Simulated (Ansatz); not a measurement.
**Starting-point dependence of the GW gap of Ta3N5 (Cmcm)**

Aim: G0W0 for Ta3N5 (Cmcm) on several starting functionals, at one mesh, band count and screening cutoff.

Main program and level: Ansatz 0.2.0; G0W0 on several functionals, plane waves, PAW.

In doubt: masses and optical values from hybrid runs of this build are listed as unsure (step 3), which bears on the screening that GW takes from such a start.

## Step 1: Starting point

It takes space group Cmcm (No. 63, orthorhombic). Conventional cell: a = 3.886 Å, b = 10.212 Å, c = 10.262 Å, α = 90.00°, β = 90.00°, γ = 90.00°. Nearest to Ta lie 6 N at 2.04 to 2.14 Å. Nearest to Ta lie 6 N at 1.96 to 2.24 Å. Nearest to N lie 4 Ta at 2.06 to 2.22 Å. N has 3 Ta at 1.96 to 2.04 Å nearest. Nearest to N lie 4 Ta at 2.03 to 2.24 Å. Farther neighbours and most contacts between anions are not listed.

Structure file:

```cif
data_structure
_symmetry_space_group_name_H-M 'P 1'
_symmetry_Int_Tables_number 1
_cell_length_a 5.4631
_cell_length_b 5.4631
_cell_length_c 10.2624
_cell_angle_alpha 90.000
_cell_angle_beta 90.000
_cell_angle_gamma 138.330
_cell_volume 203.63
loop_
_atom_site_label
_atom_site_type_symbol
_atom_site_fract_x
_atom_site_fract_y
_atom_site_fract_z
_atom_site_occupancy
Ta1 Ta 0.80290 0.19710 0.25000 1
Ta2 Ta 0.19710 0.80290 0.75000 1
Ta3 Ta 0.86545 0.13455 0.55906 1
Ta4 Ta 0.13455 0.86545 0.05906 1
Ta5 Ta 0.13455 0.86545 0.44094 1
Ta6 Ta 0.86545 0.13455 0.94094 1
N7 N 0.23678 0.76322 0.25000 1
N8 N 0.76322 0.23678 0.75000 1
N9 N 0.95299 0.04701 0.11949 1
N10 N 0.04701 0.95299 0.61949 1
N11 N 0.04701 0.95299 0.88051 1
N12 N 0.95299 0.04701 0.38051 1
N13 N 0.69138 0.30862 0.07378 1
N14 N 0.30862 0.69138 0.57378 1
N15 N 0.30862 0.69138 0.92622 1
N16 N 0.69138 0.30862 0.42622 1
```

The cell and positions come from the Crystallography Open Database and are kept as given unless a step says otherwise. Spin-orbit coupling is left out unless a step names it.

## Step 2: G0W0 on LDA

G0W0 replaces the xc potential by the self-energy, built once from these orbitals. Only a window of levels is corrected, while the sums run over the empty bands that the input names. This step takes PAW set soft_1 files.

This step: G0W0 on LDA, plane waves, PAW; PAW set soft_1.

File input.yaml:

```yaml
crystal:
  lattice:
    - [1.9431, -5.1059, 0.0]
    - [1.9431, 5.1059, 0.0]
    - [0.0, 0.0, 10.2624]
  atoms:
    - { symbol: Ta, position: [0.8029, 0.1971, 0.25] }
    - { symbol: Ta, position: [0.1971, 0.8029, 0.75] }
    - { symbol: Ta, position: [0.86545, 0.13455, 0.55906] }
    - { symbol: Ta, position: [0.13455, 0.86545, 0.05906] }
    - { symbol: Ta, position: [0.13455, 0.86545, 0.44094] }
    - { symbol: Ta, position: [0.86545, 0.13455, 0.94094] }
    - { symbol: "N", position: [0.23678, 0.76322, 0.25] }
    - { symbol: "N", position: [0.76322, 0.23678, 0.75] }
    - { symbol: "N", position: [0.95299, 0.04701, 0.11949] }
    - { symbol: "N", position: [0.04701, 0.95299, 0.61949] }
    - { symbol: "N", position: [0.04701, 0.95299, 0.88051] }
    - { symbol: "N", position: [0.95299, 0.04701, 0.38051] }
    - { symbol: "N", position: [0.69138, 0.30862, 0.07378] }
    - { symbol: "N", position: [0.30862, 0.69138, 0.57378] }
    - { symbol: "N", position: [0.30862, 0.69138, 0.92622] }
    - { symbol: "N", position: [0.69138, 0.30862, 0.42622] }
kpoints:
  mp_grid: { grid: [4, 4, 2] }
hamiltonian:
  xc: lda
  pseudopotentials: { kind: paw, azcp: { folder: soft_1 }, xc_functional: pbe }
scf:
  occupations: { method: fixed }
gw:
  n_empty_bands: 462
  ecut_chi: 100
  qp_bands: [v4, c4]
  qp_kpoints: band_edges
  screening: { model: contour_deformation }
```

Started as:

```
$ ansatz run input.yaml --threads 2 --pin off --max-ram 92160MiB --backend cuda --events-out ev --progress --plain --runs-dir out --devices 1 --max-vram 13GiB
```

Numbers of over 12 decimals in the logs are rounded to 6 here.

The program printed:

```text
GPUs: using 1 of 1 available (devices: 1).
Engine: ansatz 0.2.0, x86_64-unknown-linux-gnu
Pseudopotentials: kind: paw
Pseudopotential: Ta, paw, valence charge 13, recommended cutoff 420 eV (normal), soft_1/Ta.paw.azcp
Pseudopotential: N, paw, valence charge 5, recommended cutoff 420 eV (normal), soft_1/N.paw.azcp
Functional definition: SPW92
  exchange = slater_x
  correlation = pw_c
device memory: the entry about to start is reckoned to put 3.2 GiB on a device that reports 52.3 GiB free (of which the cap on the GPU budget leaves the run 13.0 GiB)
GPU FFT provider: cuFFT
GPU libraries: cuBLAS 13.8.2, cuFFT 12.4.0, cuSOLVER 12.3.4
Crystal: 16 atoms, lattice volume = 203.632 Å³
Basis set: ecut = 420 eV, 3985 PW (Γ)
Bands: 80, of which v1, the nominal top of the filled ones, is band 64 counted from 1 (63 counted from 0)
Symmetry: 8 space group operations
Space group: Cmcm (ITA 63), of the structure as read, at distance tolerance 5.9e-5 Å
k-points: 14 of 32
Non-local potential: Ta, projectors of the file, l = 0: 3, l = 1: 2, l = 2: 2, l = 3: 1
Non-local potential: N, projectors of the file, l = 0: 2, l = 1: 2, l = 2: 1
PAW form: soft (Blöchl's): semilocal exchange-correlation on the pseudo side does not see the compensation charge
PAW frozen core: Ta, regenerated for the run's functional, and the local potential with it (the file was generated under x = pbe(κ = 0.804, μ = 0.219515), c = pbe(β = 0.066725))
PAW frozen core: N, regenerated for the run's functional, and the local potential with it (the file was generated under x = pbe(κ = 0.804, μ = 0.219515), c = pbe(β = 0.066725))
PAW one-centre angular grid: Ta, 590 points (default); XC on 64 Gauss nodes
PAW one-centre angular grid: N, 110 points (default); XC on 64 Gauss nodes
Initial density: superposition of atomic densities (chi_scale 0.1, normalization cell, long waves kept (reshape's long-wave potential 0.01 eV rms))
Initial wavefunctions: pseudopotential atomic-orbital guess
GPU buffer pool allocated for 115200 grid points (all kernels)
GPU transforms: local potential and band sums: pruned to the plane-wave sphere, on 40×40×72
Functional: x = slater, c = lda
SCF iter   1: F=—  HF=-61864.970500 eV  |F-HF|=—  |Δ(HF+E_count)|=         —  Δρ=1.10e-1  dr2=2.80e1  ethr=3.10e-3  ⟨swp⟩=4.5  Hψ=3833  notcnv=0  defer=190
preconditioner: auto → Resta (q_TF=auto, 2.525 Å⁻¹)  ε∞=6.3  [insulator: Δε(μ)=2.655 eV  Ē_g=10.129 eV  n_scr=56 (ndim 8)  ℏωp=23.3 eV  f_vac=0.013  ε∞_Penn≈6.3]
SCF iter   2: F=—  HF=-61858.267622 eV  |F-HF|=—  |Δ(HF+E_count)|=    6.70e0  Δρ=4.41e-2  dr2=2.58e0  ethr=3.10e-3  ⟨swp⟩=2.8  Hψ=2006  notcnv=0  defer=183
SCF iter   3: F=—  HF=-61857.720284 eV  |F-HF|=—  |Δ(HF+E_count)|=   5.47e-1  Δρ=2.26e-2  dr2=9.08e-1  ethr=2.01e-3  ⟨swp⟩=2.0  Hψ=1340  notcnv=0  defer=195
SCF iter   4: F=—  HF=-61857.503078 eV  |F-HF|=—  |Δ(HF+E_count)|=   2.17e-1  Δρ=1.12e-2  dr2=3.05e-1  ethr=7.09e-4  ⟨swp⟩=2.1  Hψ=1424  notcnv=0  defer=192
SCF iter   5: F=—  HF=-61857.429572 eV  |F-HF|=—  |Δ(HF+E_count)|=   7.35e-2  Δρ=2.05e-3  dr2=2.05e-2  ethr=2.39e-4  ⟨swp⟩=2.1  Hψ=1536  notcnv=0  defer=194
SCF iter   6: F=—  HF=-61857.427091 eV  |F-HF|=—  |Δ(HF+E_count)|=   2.48e-3  Δρ=6.54e-4  dr2=2.02e-3  ethr=1.60e-5  ⟨swp⟩=2.0  Hψ=1575  notcnv=0  defer=195
SCF iter   7: F=—  HF=-61857.427167 eV  |F-HF|=—  |Δ(HF+E_count)|=   7.56e-5  Δρ=2.24e-4  dr2=1.43e-4  ethr=1.57e-6  ⟨swp⟩=2.0  Hψ=1435  notcnv=0  defer=193
SCF iter   8: F=—  HF=-61857.427208 eV  |F-HF|=—  |Δ(HF+E_count)|=   4.07e-5  Δρ=1.28e-4  dr2=4.29e-5  ethr=1.11e-7  ⟨swp⟩=2.0  Hψ=1541  notcnv=0  defer=165
SCF iter   9: F=—  HF=-61857.427209 eV  |F-HF|=—  |Δ(HF+E_count)|=   1.72e-6  Δρ=7.35e-5  dr2=1.24e-5  ethr=3.35e-8  ⟨swp⟩=2.0  Hψ=1593  notcnv=0  defer=140
SCF iter  10: F=—  HF=-61857.427208 eV  |F-HF|=—  |Δ(HF+E_count)|=   1.66e-6  Δρ=1.34e-5  dr2=4.65e-7  ethr=9.70e-9  ⟨swp⟩=2.0  Hψ=1513  notcnv=0  defer=139
SCF iter  11: F=-61857.427208 eV  HF=-61857.427208 eV  |F-HF|=3.93e-8  |Δ(HF+E_count)|=   1.76e-7  Δρ=5.87e-6  dr2=8.34e-8  ethr=7.81e-11  ⟨swp⟩=11.8  Hψ=4074  notcnv=0
SCF 1 converged in 11 iterations: F = -61857.427208 eV  dr2 = 8.34e-8
  greatest PAW one-centre occupation: 0.999 electrons in one spin orbital (limit 2), on the Ta atom at site 1 (counted from 0), in its partial waves of l = 0
device memory: the entry about to start is reckoned to put 3.8 GiB (of the 3.9 GiB reckoned in all, the device holds 0.1 GiB already) on a device that reports 49.9 GiB free (of which the cap on the GPU budget leaves the run 12.9 GiB)
NSCF: frozen V_eff on 14 k-points
the band table was solved once the SCF had ended and its energy, with any forces and stress, was formed, with the checks that follow a solve (4365 applications of the Hamiltonian). They found nothing against the state; the energy, forces and stress were not computed again (output.eigenvalues in the input reference)
device memory: the entry about to start is reckoned to put 3.9 GiB on a device that reports 50.2 GiB free (of which the cap on the GPU budget leaves the run 13.0 GiB)
NSCF: frozen V_eff on 14 k-points
G₀W₀ screening: q 1/14
[... further progress lines ...]
device memory: the entry about to start is reckoned to put 1.3 GiB on a device that reports 44.6 GiB free (of which the cap on the GPU budget leaves the run 13.0 GiB)
NSCF: frozen V_eff on 1 k-points
device memory: the entry about to start is reckoned to put 1.3 GiB on a device that reports 45.0 GiB free (of which the cap on the GPU budget leaves the run 13.0 GiB)
NSCF: frozen V_eff on 1 k-points
SCF converged after 11 iterations
Free energy (F): -61857.427208 eV
Harris-Foulkes:  -61857.427208 eV  (|F-HF|=3.93e-8)
Internal energy: -61857.427208 eV  (E = F + TS)
E sigma→0 (E₀):  -61857.427208 eV
Fermi energy:    11.504656 eV
--- Per-component energies (eV) ---
  E_band       = -1040.023261
  E_kinetic    = 3616.231741
  E_local      = -7373.115048  (includes V_loc(G=0)·N_el)
  E_nonlocal   = 335.132949
  E_hartree    = 2690.418017
  E_xc         = -2490.039322
  E_vxc        = -2141.640112  (∫ρ·V_xc dr)
  E_paw        = -49534.980711  (= ΣΔE_a)
  E_vpaw       = -857.478623  (= ΣTr[D̂ρ^β])
  E_aug_tail   = 0.009281  (compensation charges beyond the density's cutoff)
  E_ewald      = -9103.438537
  E_core_change = 2.354423  (= ΣΔE_core)
  E_smearing   = -0.000000  (= −TS)
  E_closure    = -0.000000  (closes the sum)
  Σ components = -61857.427208   (vs F -61857.427208, Δ=0.00e0)
--- Band table (eV; the first three rows and the last of 14) ---
  k-point 0: bands = [... 60 lower, 10.7078, 11.0238, 11.2545, 11.5047, 12.9008, 13.2184, 13.6041, 13.9085, ... 12 higher]
  k-point 1: bands = [... 60 lower, 10.8162, 10.8162, 10.9880, 10.9880, 13.0907, 13.0907, 13.9806, 13.9806, ... 12 higher]
  k-point 2: bands = [... 60 lower, 10.6254, 10.7514, 10.9152, 11.4205, 13.4283, 14.0203, 14.1446, 14.3602, ... 12 higher]
  k-point 13: bands = [... 60 lower, 10.3415, 10.3415, 10.9425, 10.9425, 13.0375, 13.0375, 14.1739, 14.1739, ... 12 higher]
--- G₀W₀: contour deformation, 7 samples at zero and on the imaginary axis and 1 off it, 32 q-points, 462 empty bands' worth ---
  eigenvalues of the whole cell's RPA ε∞ on this k-mesh (on a slab, of 1 + 4πα/V) = 10.9162, 10.9216, 14.1183; static W/v taken at q = 0 is 0.081359
  gw.qp_kpoints: band_edges: 13 of 14 stored k-points solved, in 1 pass; an edge of the gap read off the rows below is read off those points alone
    valence top: of the k-points left out ik 7 came nearest to being solved in a further pass, in band 64 (counted from 1, as in the quasiparticle table): it holds the edge there only if its correction is more favourable than any solved in that band by at least 0.859 eV; those differ by 0.091 eV
    conduction bottom: of the k-points left out ik 7 came nearest to being solved in a further pass, in band 66 (counted from 1, as in the quasiparticle table): it holds the edge there only if its correction is more favourable than any solved in that band by at least 1.112 eV; those differ by 0.068 eV
    ik  band        ε_KS         Σx   Σc(E_QP)       V_xc       Z   E_QP_lin       E_QP  E_QP is
     0    61     10.7078   -21.2017     2.9526   -18.3672  0.7440    10.8257    10.8260  root
     0    62     11.0238   -21.5509     2.9956   -18.7081  0.7440    11.1763    11.1767  root
     0    63     11.2545   -22.4630     3.0744   -19.5998  0.7511    11.4651    11.4658  root
     0    64     11.5047   -21.3368     2.5757   -18.9846  0.7504    11.7274    11.7282  root
     0    65     12.9008   -13.2976    -4.6296   -18.7893  0.7755    13.7788    13.7629  root
     0    66     13.2184   -13.7802    -4.4944   -19.1456  0.7715    14.1063    14.0894  root
     0    67     13.6041   -13.5220    -4.5719   -18.9585  0.7716    14.4859    14.4688  root
     0    68     13.9085   -13.1560    -5.1597   -19.2155  0.7633    14.8301    14.8083  root
     1    61     10.8162   -21.5572     3.0442   -18.6541  0.7429    10.9570    10.9573  root
     1    62     10.8162   -21.5572     3.0442   -18.6541  0.7429    10.9570    10.9573  root
     1    63     10.9880   -21.7612     2.9788   -18.9457  0.7496    11.1509    11.1513  root
     1    64     10.9880   -21.7612     2.9788   -18.9457  0.7496    11.1509    11.1513  root
     1    65     13.0907   -13.7433    -4.4708   -19.0791  0.7725    13.9720    13.9557  root
     1    66     13.0907   -13.7433    -4.4708   -19.0791  0.7725    13.9720    13.9557  root
     1    67     13.9806   -13.3762    -4.6689   -18.9163  0.7684    14.8706    14.8518  root
     1    68     13.9806   -13.3762    -4.6689   -18.9163  0.7684    14.8706    14.8518  root
     2    61     10.6254   -21.2013     2.9994   -18.3206  0.7427    10.7439    10.7441  root
     2    62     10.7514   -20.6886     2.6084   -18.2421  0.7454    10.9129    10.9133  root
     2    63     10.9152   -21.2529     2.8952   -18.5200  0.7450    11.0771    11.0775  root
     2    64     11.4205   -21.3976     2.7383   -18.8529  0.7486    11.6136    11.6142  root
     2    65     13.4283   -13.4296    -4.5150   -18.8041  0.7743    14.3040    14.2878  root
     2    66     14.0203   -13.6282    -4.6394   -19.1552  0.7629    14.9281    14.9080  root
     2    67     14.1446   -12.7290    -4.7479   -18.3279  0.7704    15.0138    14.9957  root
     2    68     14.3602   -13.7804    -5.0178   -19.7207  0.7591    15.3065    15.2827  root
[...]
13    61     10.3415   -21.3053     3.1703   -18.2111  0.7403    10.4176    10.4177  root
    13    62     10.3415   -21.3053     3.1703   -18.2111  0.7403    10.4176    10.4177  root
    13    63     10.9425   -21.4795     2.9670   -18.6613  0.7447    11.0909    11.0913  root
    13    64     10.9425   -21.4795     2.9670   -18.6613  0.7447    11.0909    11.0913  root
    13    65     13.0375   -13.5669    -4.4617   -18.8760  0.7723    13.9004    13.8848  root
    13    66     13.0375   -13.5669    -4.4617   -18.8760  0.7723    13.9004    13.8848  root
    13    67     14.1739   -13.2006    -4.4919   -18.5400  0.7671    15.0385    15.0213  root
    13    68     14.1739   -13.2006    -4.4919   -18.5400  0.7671    15.0385    15.0213  root
```

Elapsed: 37 s, on 1 × NVIDIA H100 80GB HBM3 (shared by 6 runs) with 2 threads of AMD EPYC 7R13 (Zen 3), shared host; peak memory 2.1 GiB.

In the SCF lines HF is the Harris–Foulkes energy and dr2 the Hartree energy of the density residual, in eV; the loop may stop once dr2 is under the threshold and the program's other checks hold. Hψ counts applications of the Hamiltonian.

Numbers from this step:

| Property | Result |
| --- | --- |
| bands summed | 526 |
| RPA ε∞ on this mesh (eigenvalues) | 10.92, 10.92, 14.12 |
| plane waves in the screening matrix | 475 |
| q-points in the mesh | 32 |
| G0W0 gap on the mesh | 1.773 eV |
| k of the valence top | 0, 0, 0 |
| k of the conduction bottom | -0.5, -0.5, 0 |
| starting gap on the mesh | 1.155 eV |
| Z at the valence top | 0.7504 |
| Z at the conduction bottom | 0.7788 |
| least direct G0W0 gap on the computed points | 2.002 eV |

The gap on the mesh goes from 1.16 eV to 1.77 eV, a correction of +0.62 eV. Between the two edge states, bare exchange in place of the xc potential would open the gap by 7.80 eV, and correlation takes back 7.18 eV.

## Step 3: G0W0 on HSE06

The same correction from a different start measures what one shot leaves open.

This step: G0W0 on HSE06, plane waves, PAW; PAW set soft_1.

input.yaml: that of step 2 with these lines changed.

```diff
@@ -25,4 +25,4 @@
 hamiltonian:
-  xc: lda
-  pseudopotentials: { kind: paw, azcp: { folder: soft_1 }, xc_functional: pbe }
+  xc: hse06
+  pseudopotentials: { kind: paw, azcp: { folder: soft_1 } }
 scf:
```

The program printed:

```text
GPUs: using 1 of 1 available (devices: 1).
[...]
davidson cushion auto → on  (no smearing: the cushion is to keep the highest requested band from converging to the state above it; pin scf.eigensolver.cushion to override)
[...]
GPU FFT provider: cuFFT
GPU libraries: cuBLAS 13.8.2, cuFFT 12.4.0, cuSOLVER 12.3.4
Crystal: 16 atoms, lattice volume = 203.632 Å³
Basis set: ecut = 420 eV, 3985 PW (Γ)
Bands: 80, of which v1, the nominal top of the filled ones, is band 64 counted from 1 (63 counted from 0)
Symmetry: 8 space group operations
[...]
k-points: 14 of 32
[...]
GPU buffer pool allocated for 115200 grid points (all kernels)
[...]
SCF iter   1: F=—  HF=-63464.654613 eV  |F-HF|=—  |Δ(HF+E_count)|=         —  Δρ=1.22e-1  dr2=3.52e1  ethr=1.00e-1  ⟨swp⟩=3.1  Hψ=3460  notcnv=0
[...]
SCF iter   8: F=-63456.112276 eV  HF=-63456.112283 eV  |F-HF|=6.76e-6  |Δ(HF+E_count)|=   2.77e-5  Δρ=1.28e-4  dr2=1.68e-5  ethr=3.56e-7  ⟨swp⟩=3.1  Hψ=2741  notcnv=0
SCF 1 stopped early in 8 iterations: F = -63456.112276 eV  dr2 = 1.68e-5
[...]
GPU FFT provider: cuFFT
GPU libraries: cuBLAS 13.8.2, cuFFT 12.4.0, cuSOLVER 12.3.4
[...]
GPU buffer pool allocated for 115200 grid points (all kernels)
[...]
Frozen-core exchange: fock
[...]
Internal energy: -63458.806987 eV  (E = F + TS)
E sigma→0 (E₀):  -63458.806987 eV
Fermi energy:    11.266661 eV
[...]
--- Band table (eV; the first three rows and the last of 14) ---
  k-point 0: bands = [... 60 lower, 10.3705, 10.6741, 10.9008, 11.2667, 13.7599, 14.0586, 14.4795, 14.8909, ... 4 higher]
  k-point 1: bands = [... 60 lower, 10.4513, 10.4513, 10.6407, 10.6407, 13.9279, 13.9279, 14.8840, 14.8840, ... 4 higher]
  k-point 2: bands = [... 60 lower, 10.2611, 10.4872, 10.5915, 11.1433, 14.2823, 14.9185, 15.0657, 15.3008, ... 4 higher]
  k-point 13: bands = [... 60 lower, 9.9316, 9.9316, 10.5920, 10.5920, 13.8740, 13.8740, 15.0543, 15.0543, ... 4 higher]
  guard bands above this table: 8 of the run's 80 bands. The solve was not asked for them (output.publish_guard_bands: true or output.eigenvalues: true publishes all)
[...]
0    61     10.3705   -21.2643     2.8959   -18.7564  0.7795    10.7569    10.7585  root
     0    62     10.6741   -21.7055     2.9424   -19.2042  0.7798    11.1132    11.1152  root
     0    63     10.9008   -22.6197     3.0230   -20.0963  0.7854    11.3981    11.4004  root
     0    64     11.2667   -21.5486     2.6178   -19.3763  0.7852    11.7104    11.7121  root
     0    65     13.7599   -12.8214    -4.4655   -17.5770  0.8071    14.0508    14.0500  root
     0    66     14.0586   -13.2044    -4.3454   -17.8721  0.8045    14.3819    14.3809  root
     0    67     14.4795   -13.0377    -4.4081   -17.7537  0.8045    14.7884    14.7874  root
     0    68     14.8909   -12.7438    -4.8687   -17.8717  0.7972    15.1508    15.1500  root
[...]
13    65     13.8740   -12.9719    -4.3328   -17.6059  0.8054    14.1761    14.1752  root
    13    66     13.8740   -12.9719    -4.3328   -17.6059  0.8054    14.1761    14.1752  root
    13    67     15.0543   -12.7755    -4.2635   -17.3639  0.8018    15.3805    15.3793  root
    13    68     15.0543   -12.7755    -4.2635   -17.3639  0.8018    15.3805    15.3793  root
[key lines of the parts left out:]
Free energy (F): -63458.806987 eV
```

The job ended after 2.4 min (1 × NVIDIA H100 80GB HBM3 (shared by 6 runs) with 2 threads; peak memory 3 GiB; 3 min of CPU time).

Numbers from this step:

```
bands summed                                 : 526
RPA ε∞ on this mesh (eigenvalues)            : 7.386, 7.511, 8.073
plane waves in the screening matrix          : 475
q-points in the mesh                         : 32
G0W0 gap on the mesh                         : 2.069 eV
k of the valence top                         : 0, 0, 0
k of the conduction bottom                   : -0.5, -0.5, 0
starting gap on the mesh                     : 2.246 eV
Z at the valence top                         : 0.7852
Z at the conduction bottom                   : 0.8097
least direct G0W0 gap on the computed points : 2.309 eV
```

Against the run with 4×4×2 mesh, 462 empty bands, screening to 100 eV, PAW set soft_1 files on LDA, the gap moves by +0.30 eV, while the start moved by +1.09 eV.

(Part 1 of 2 ends here.)

[Paths, hosts, dates, memory and timing lines, banners, echoed tables and standing remarks are left out of the program output.]

[Logs are printed without paths, hosts, clocks, repeated set-up lines and the standing remarks that a program may print on its own settings, such as how far it seeks lower states.]

[Runs of the session that timed out or met a known fault of the program may be left out.]

[Cells called generated may have been cut or substituted from an entry of the Crystallography Open Database or the Materials Project.]

[Hosts, paths, dates, database ids (printed as entryN), source tags and the programs' standing remarks are cut or masked in the printed files.]
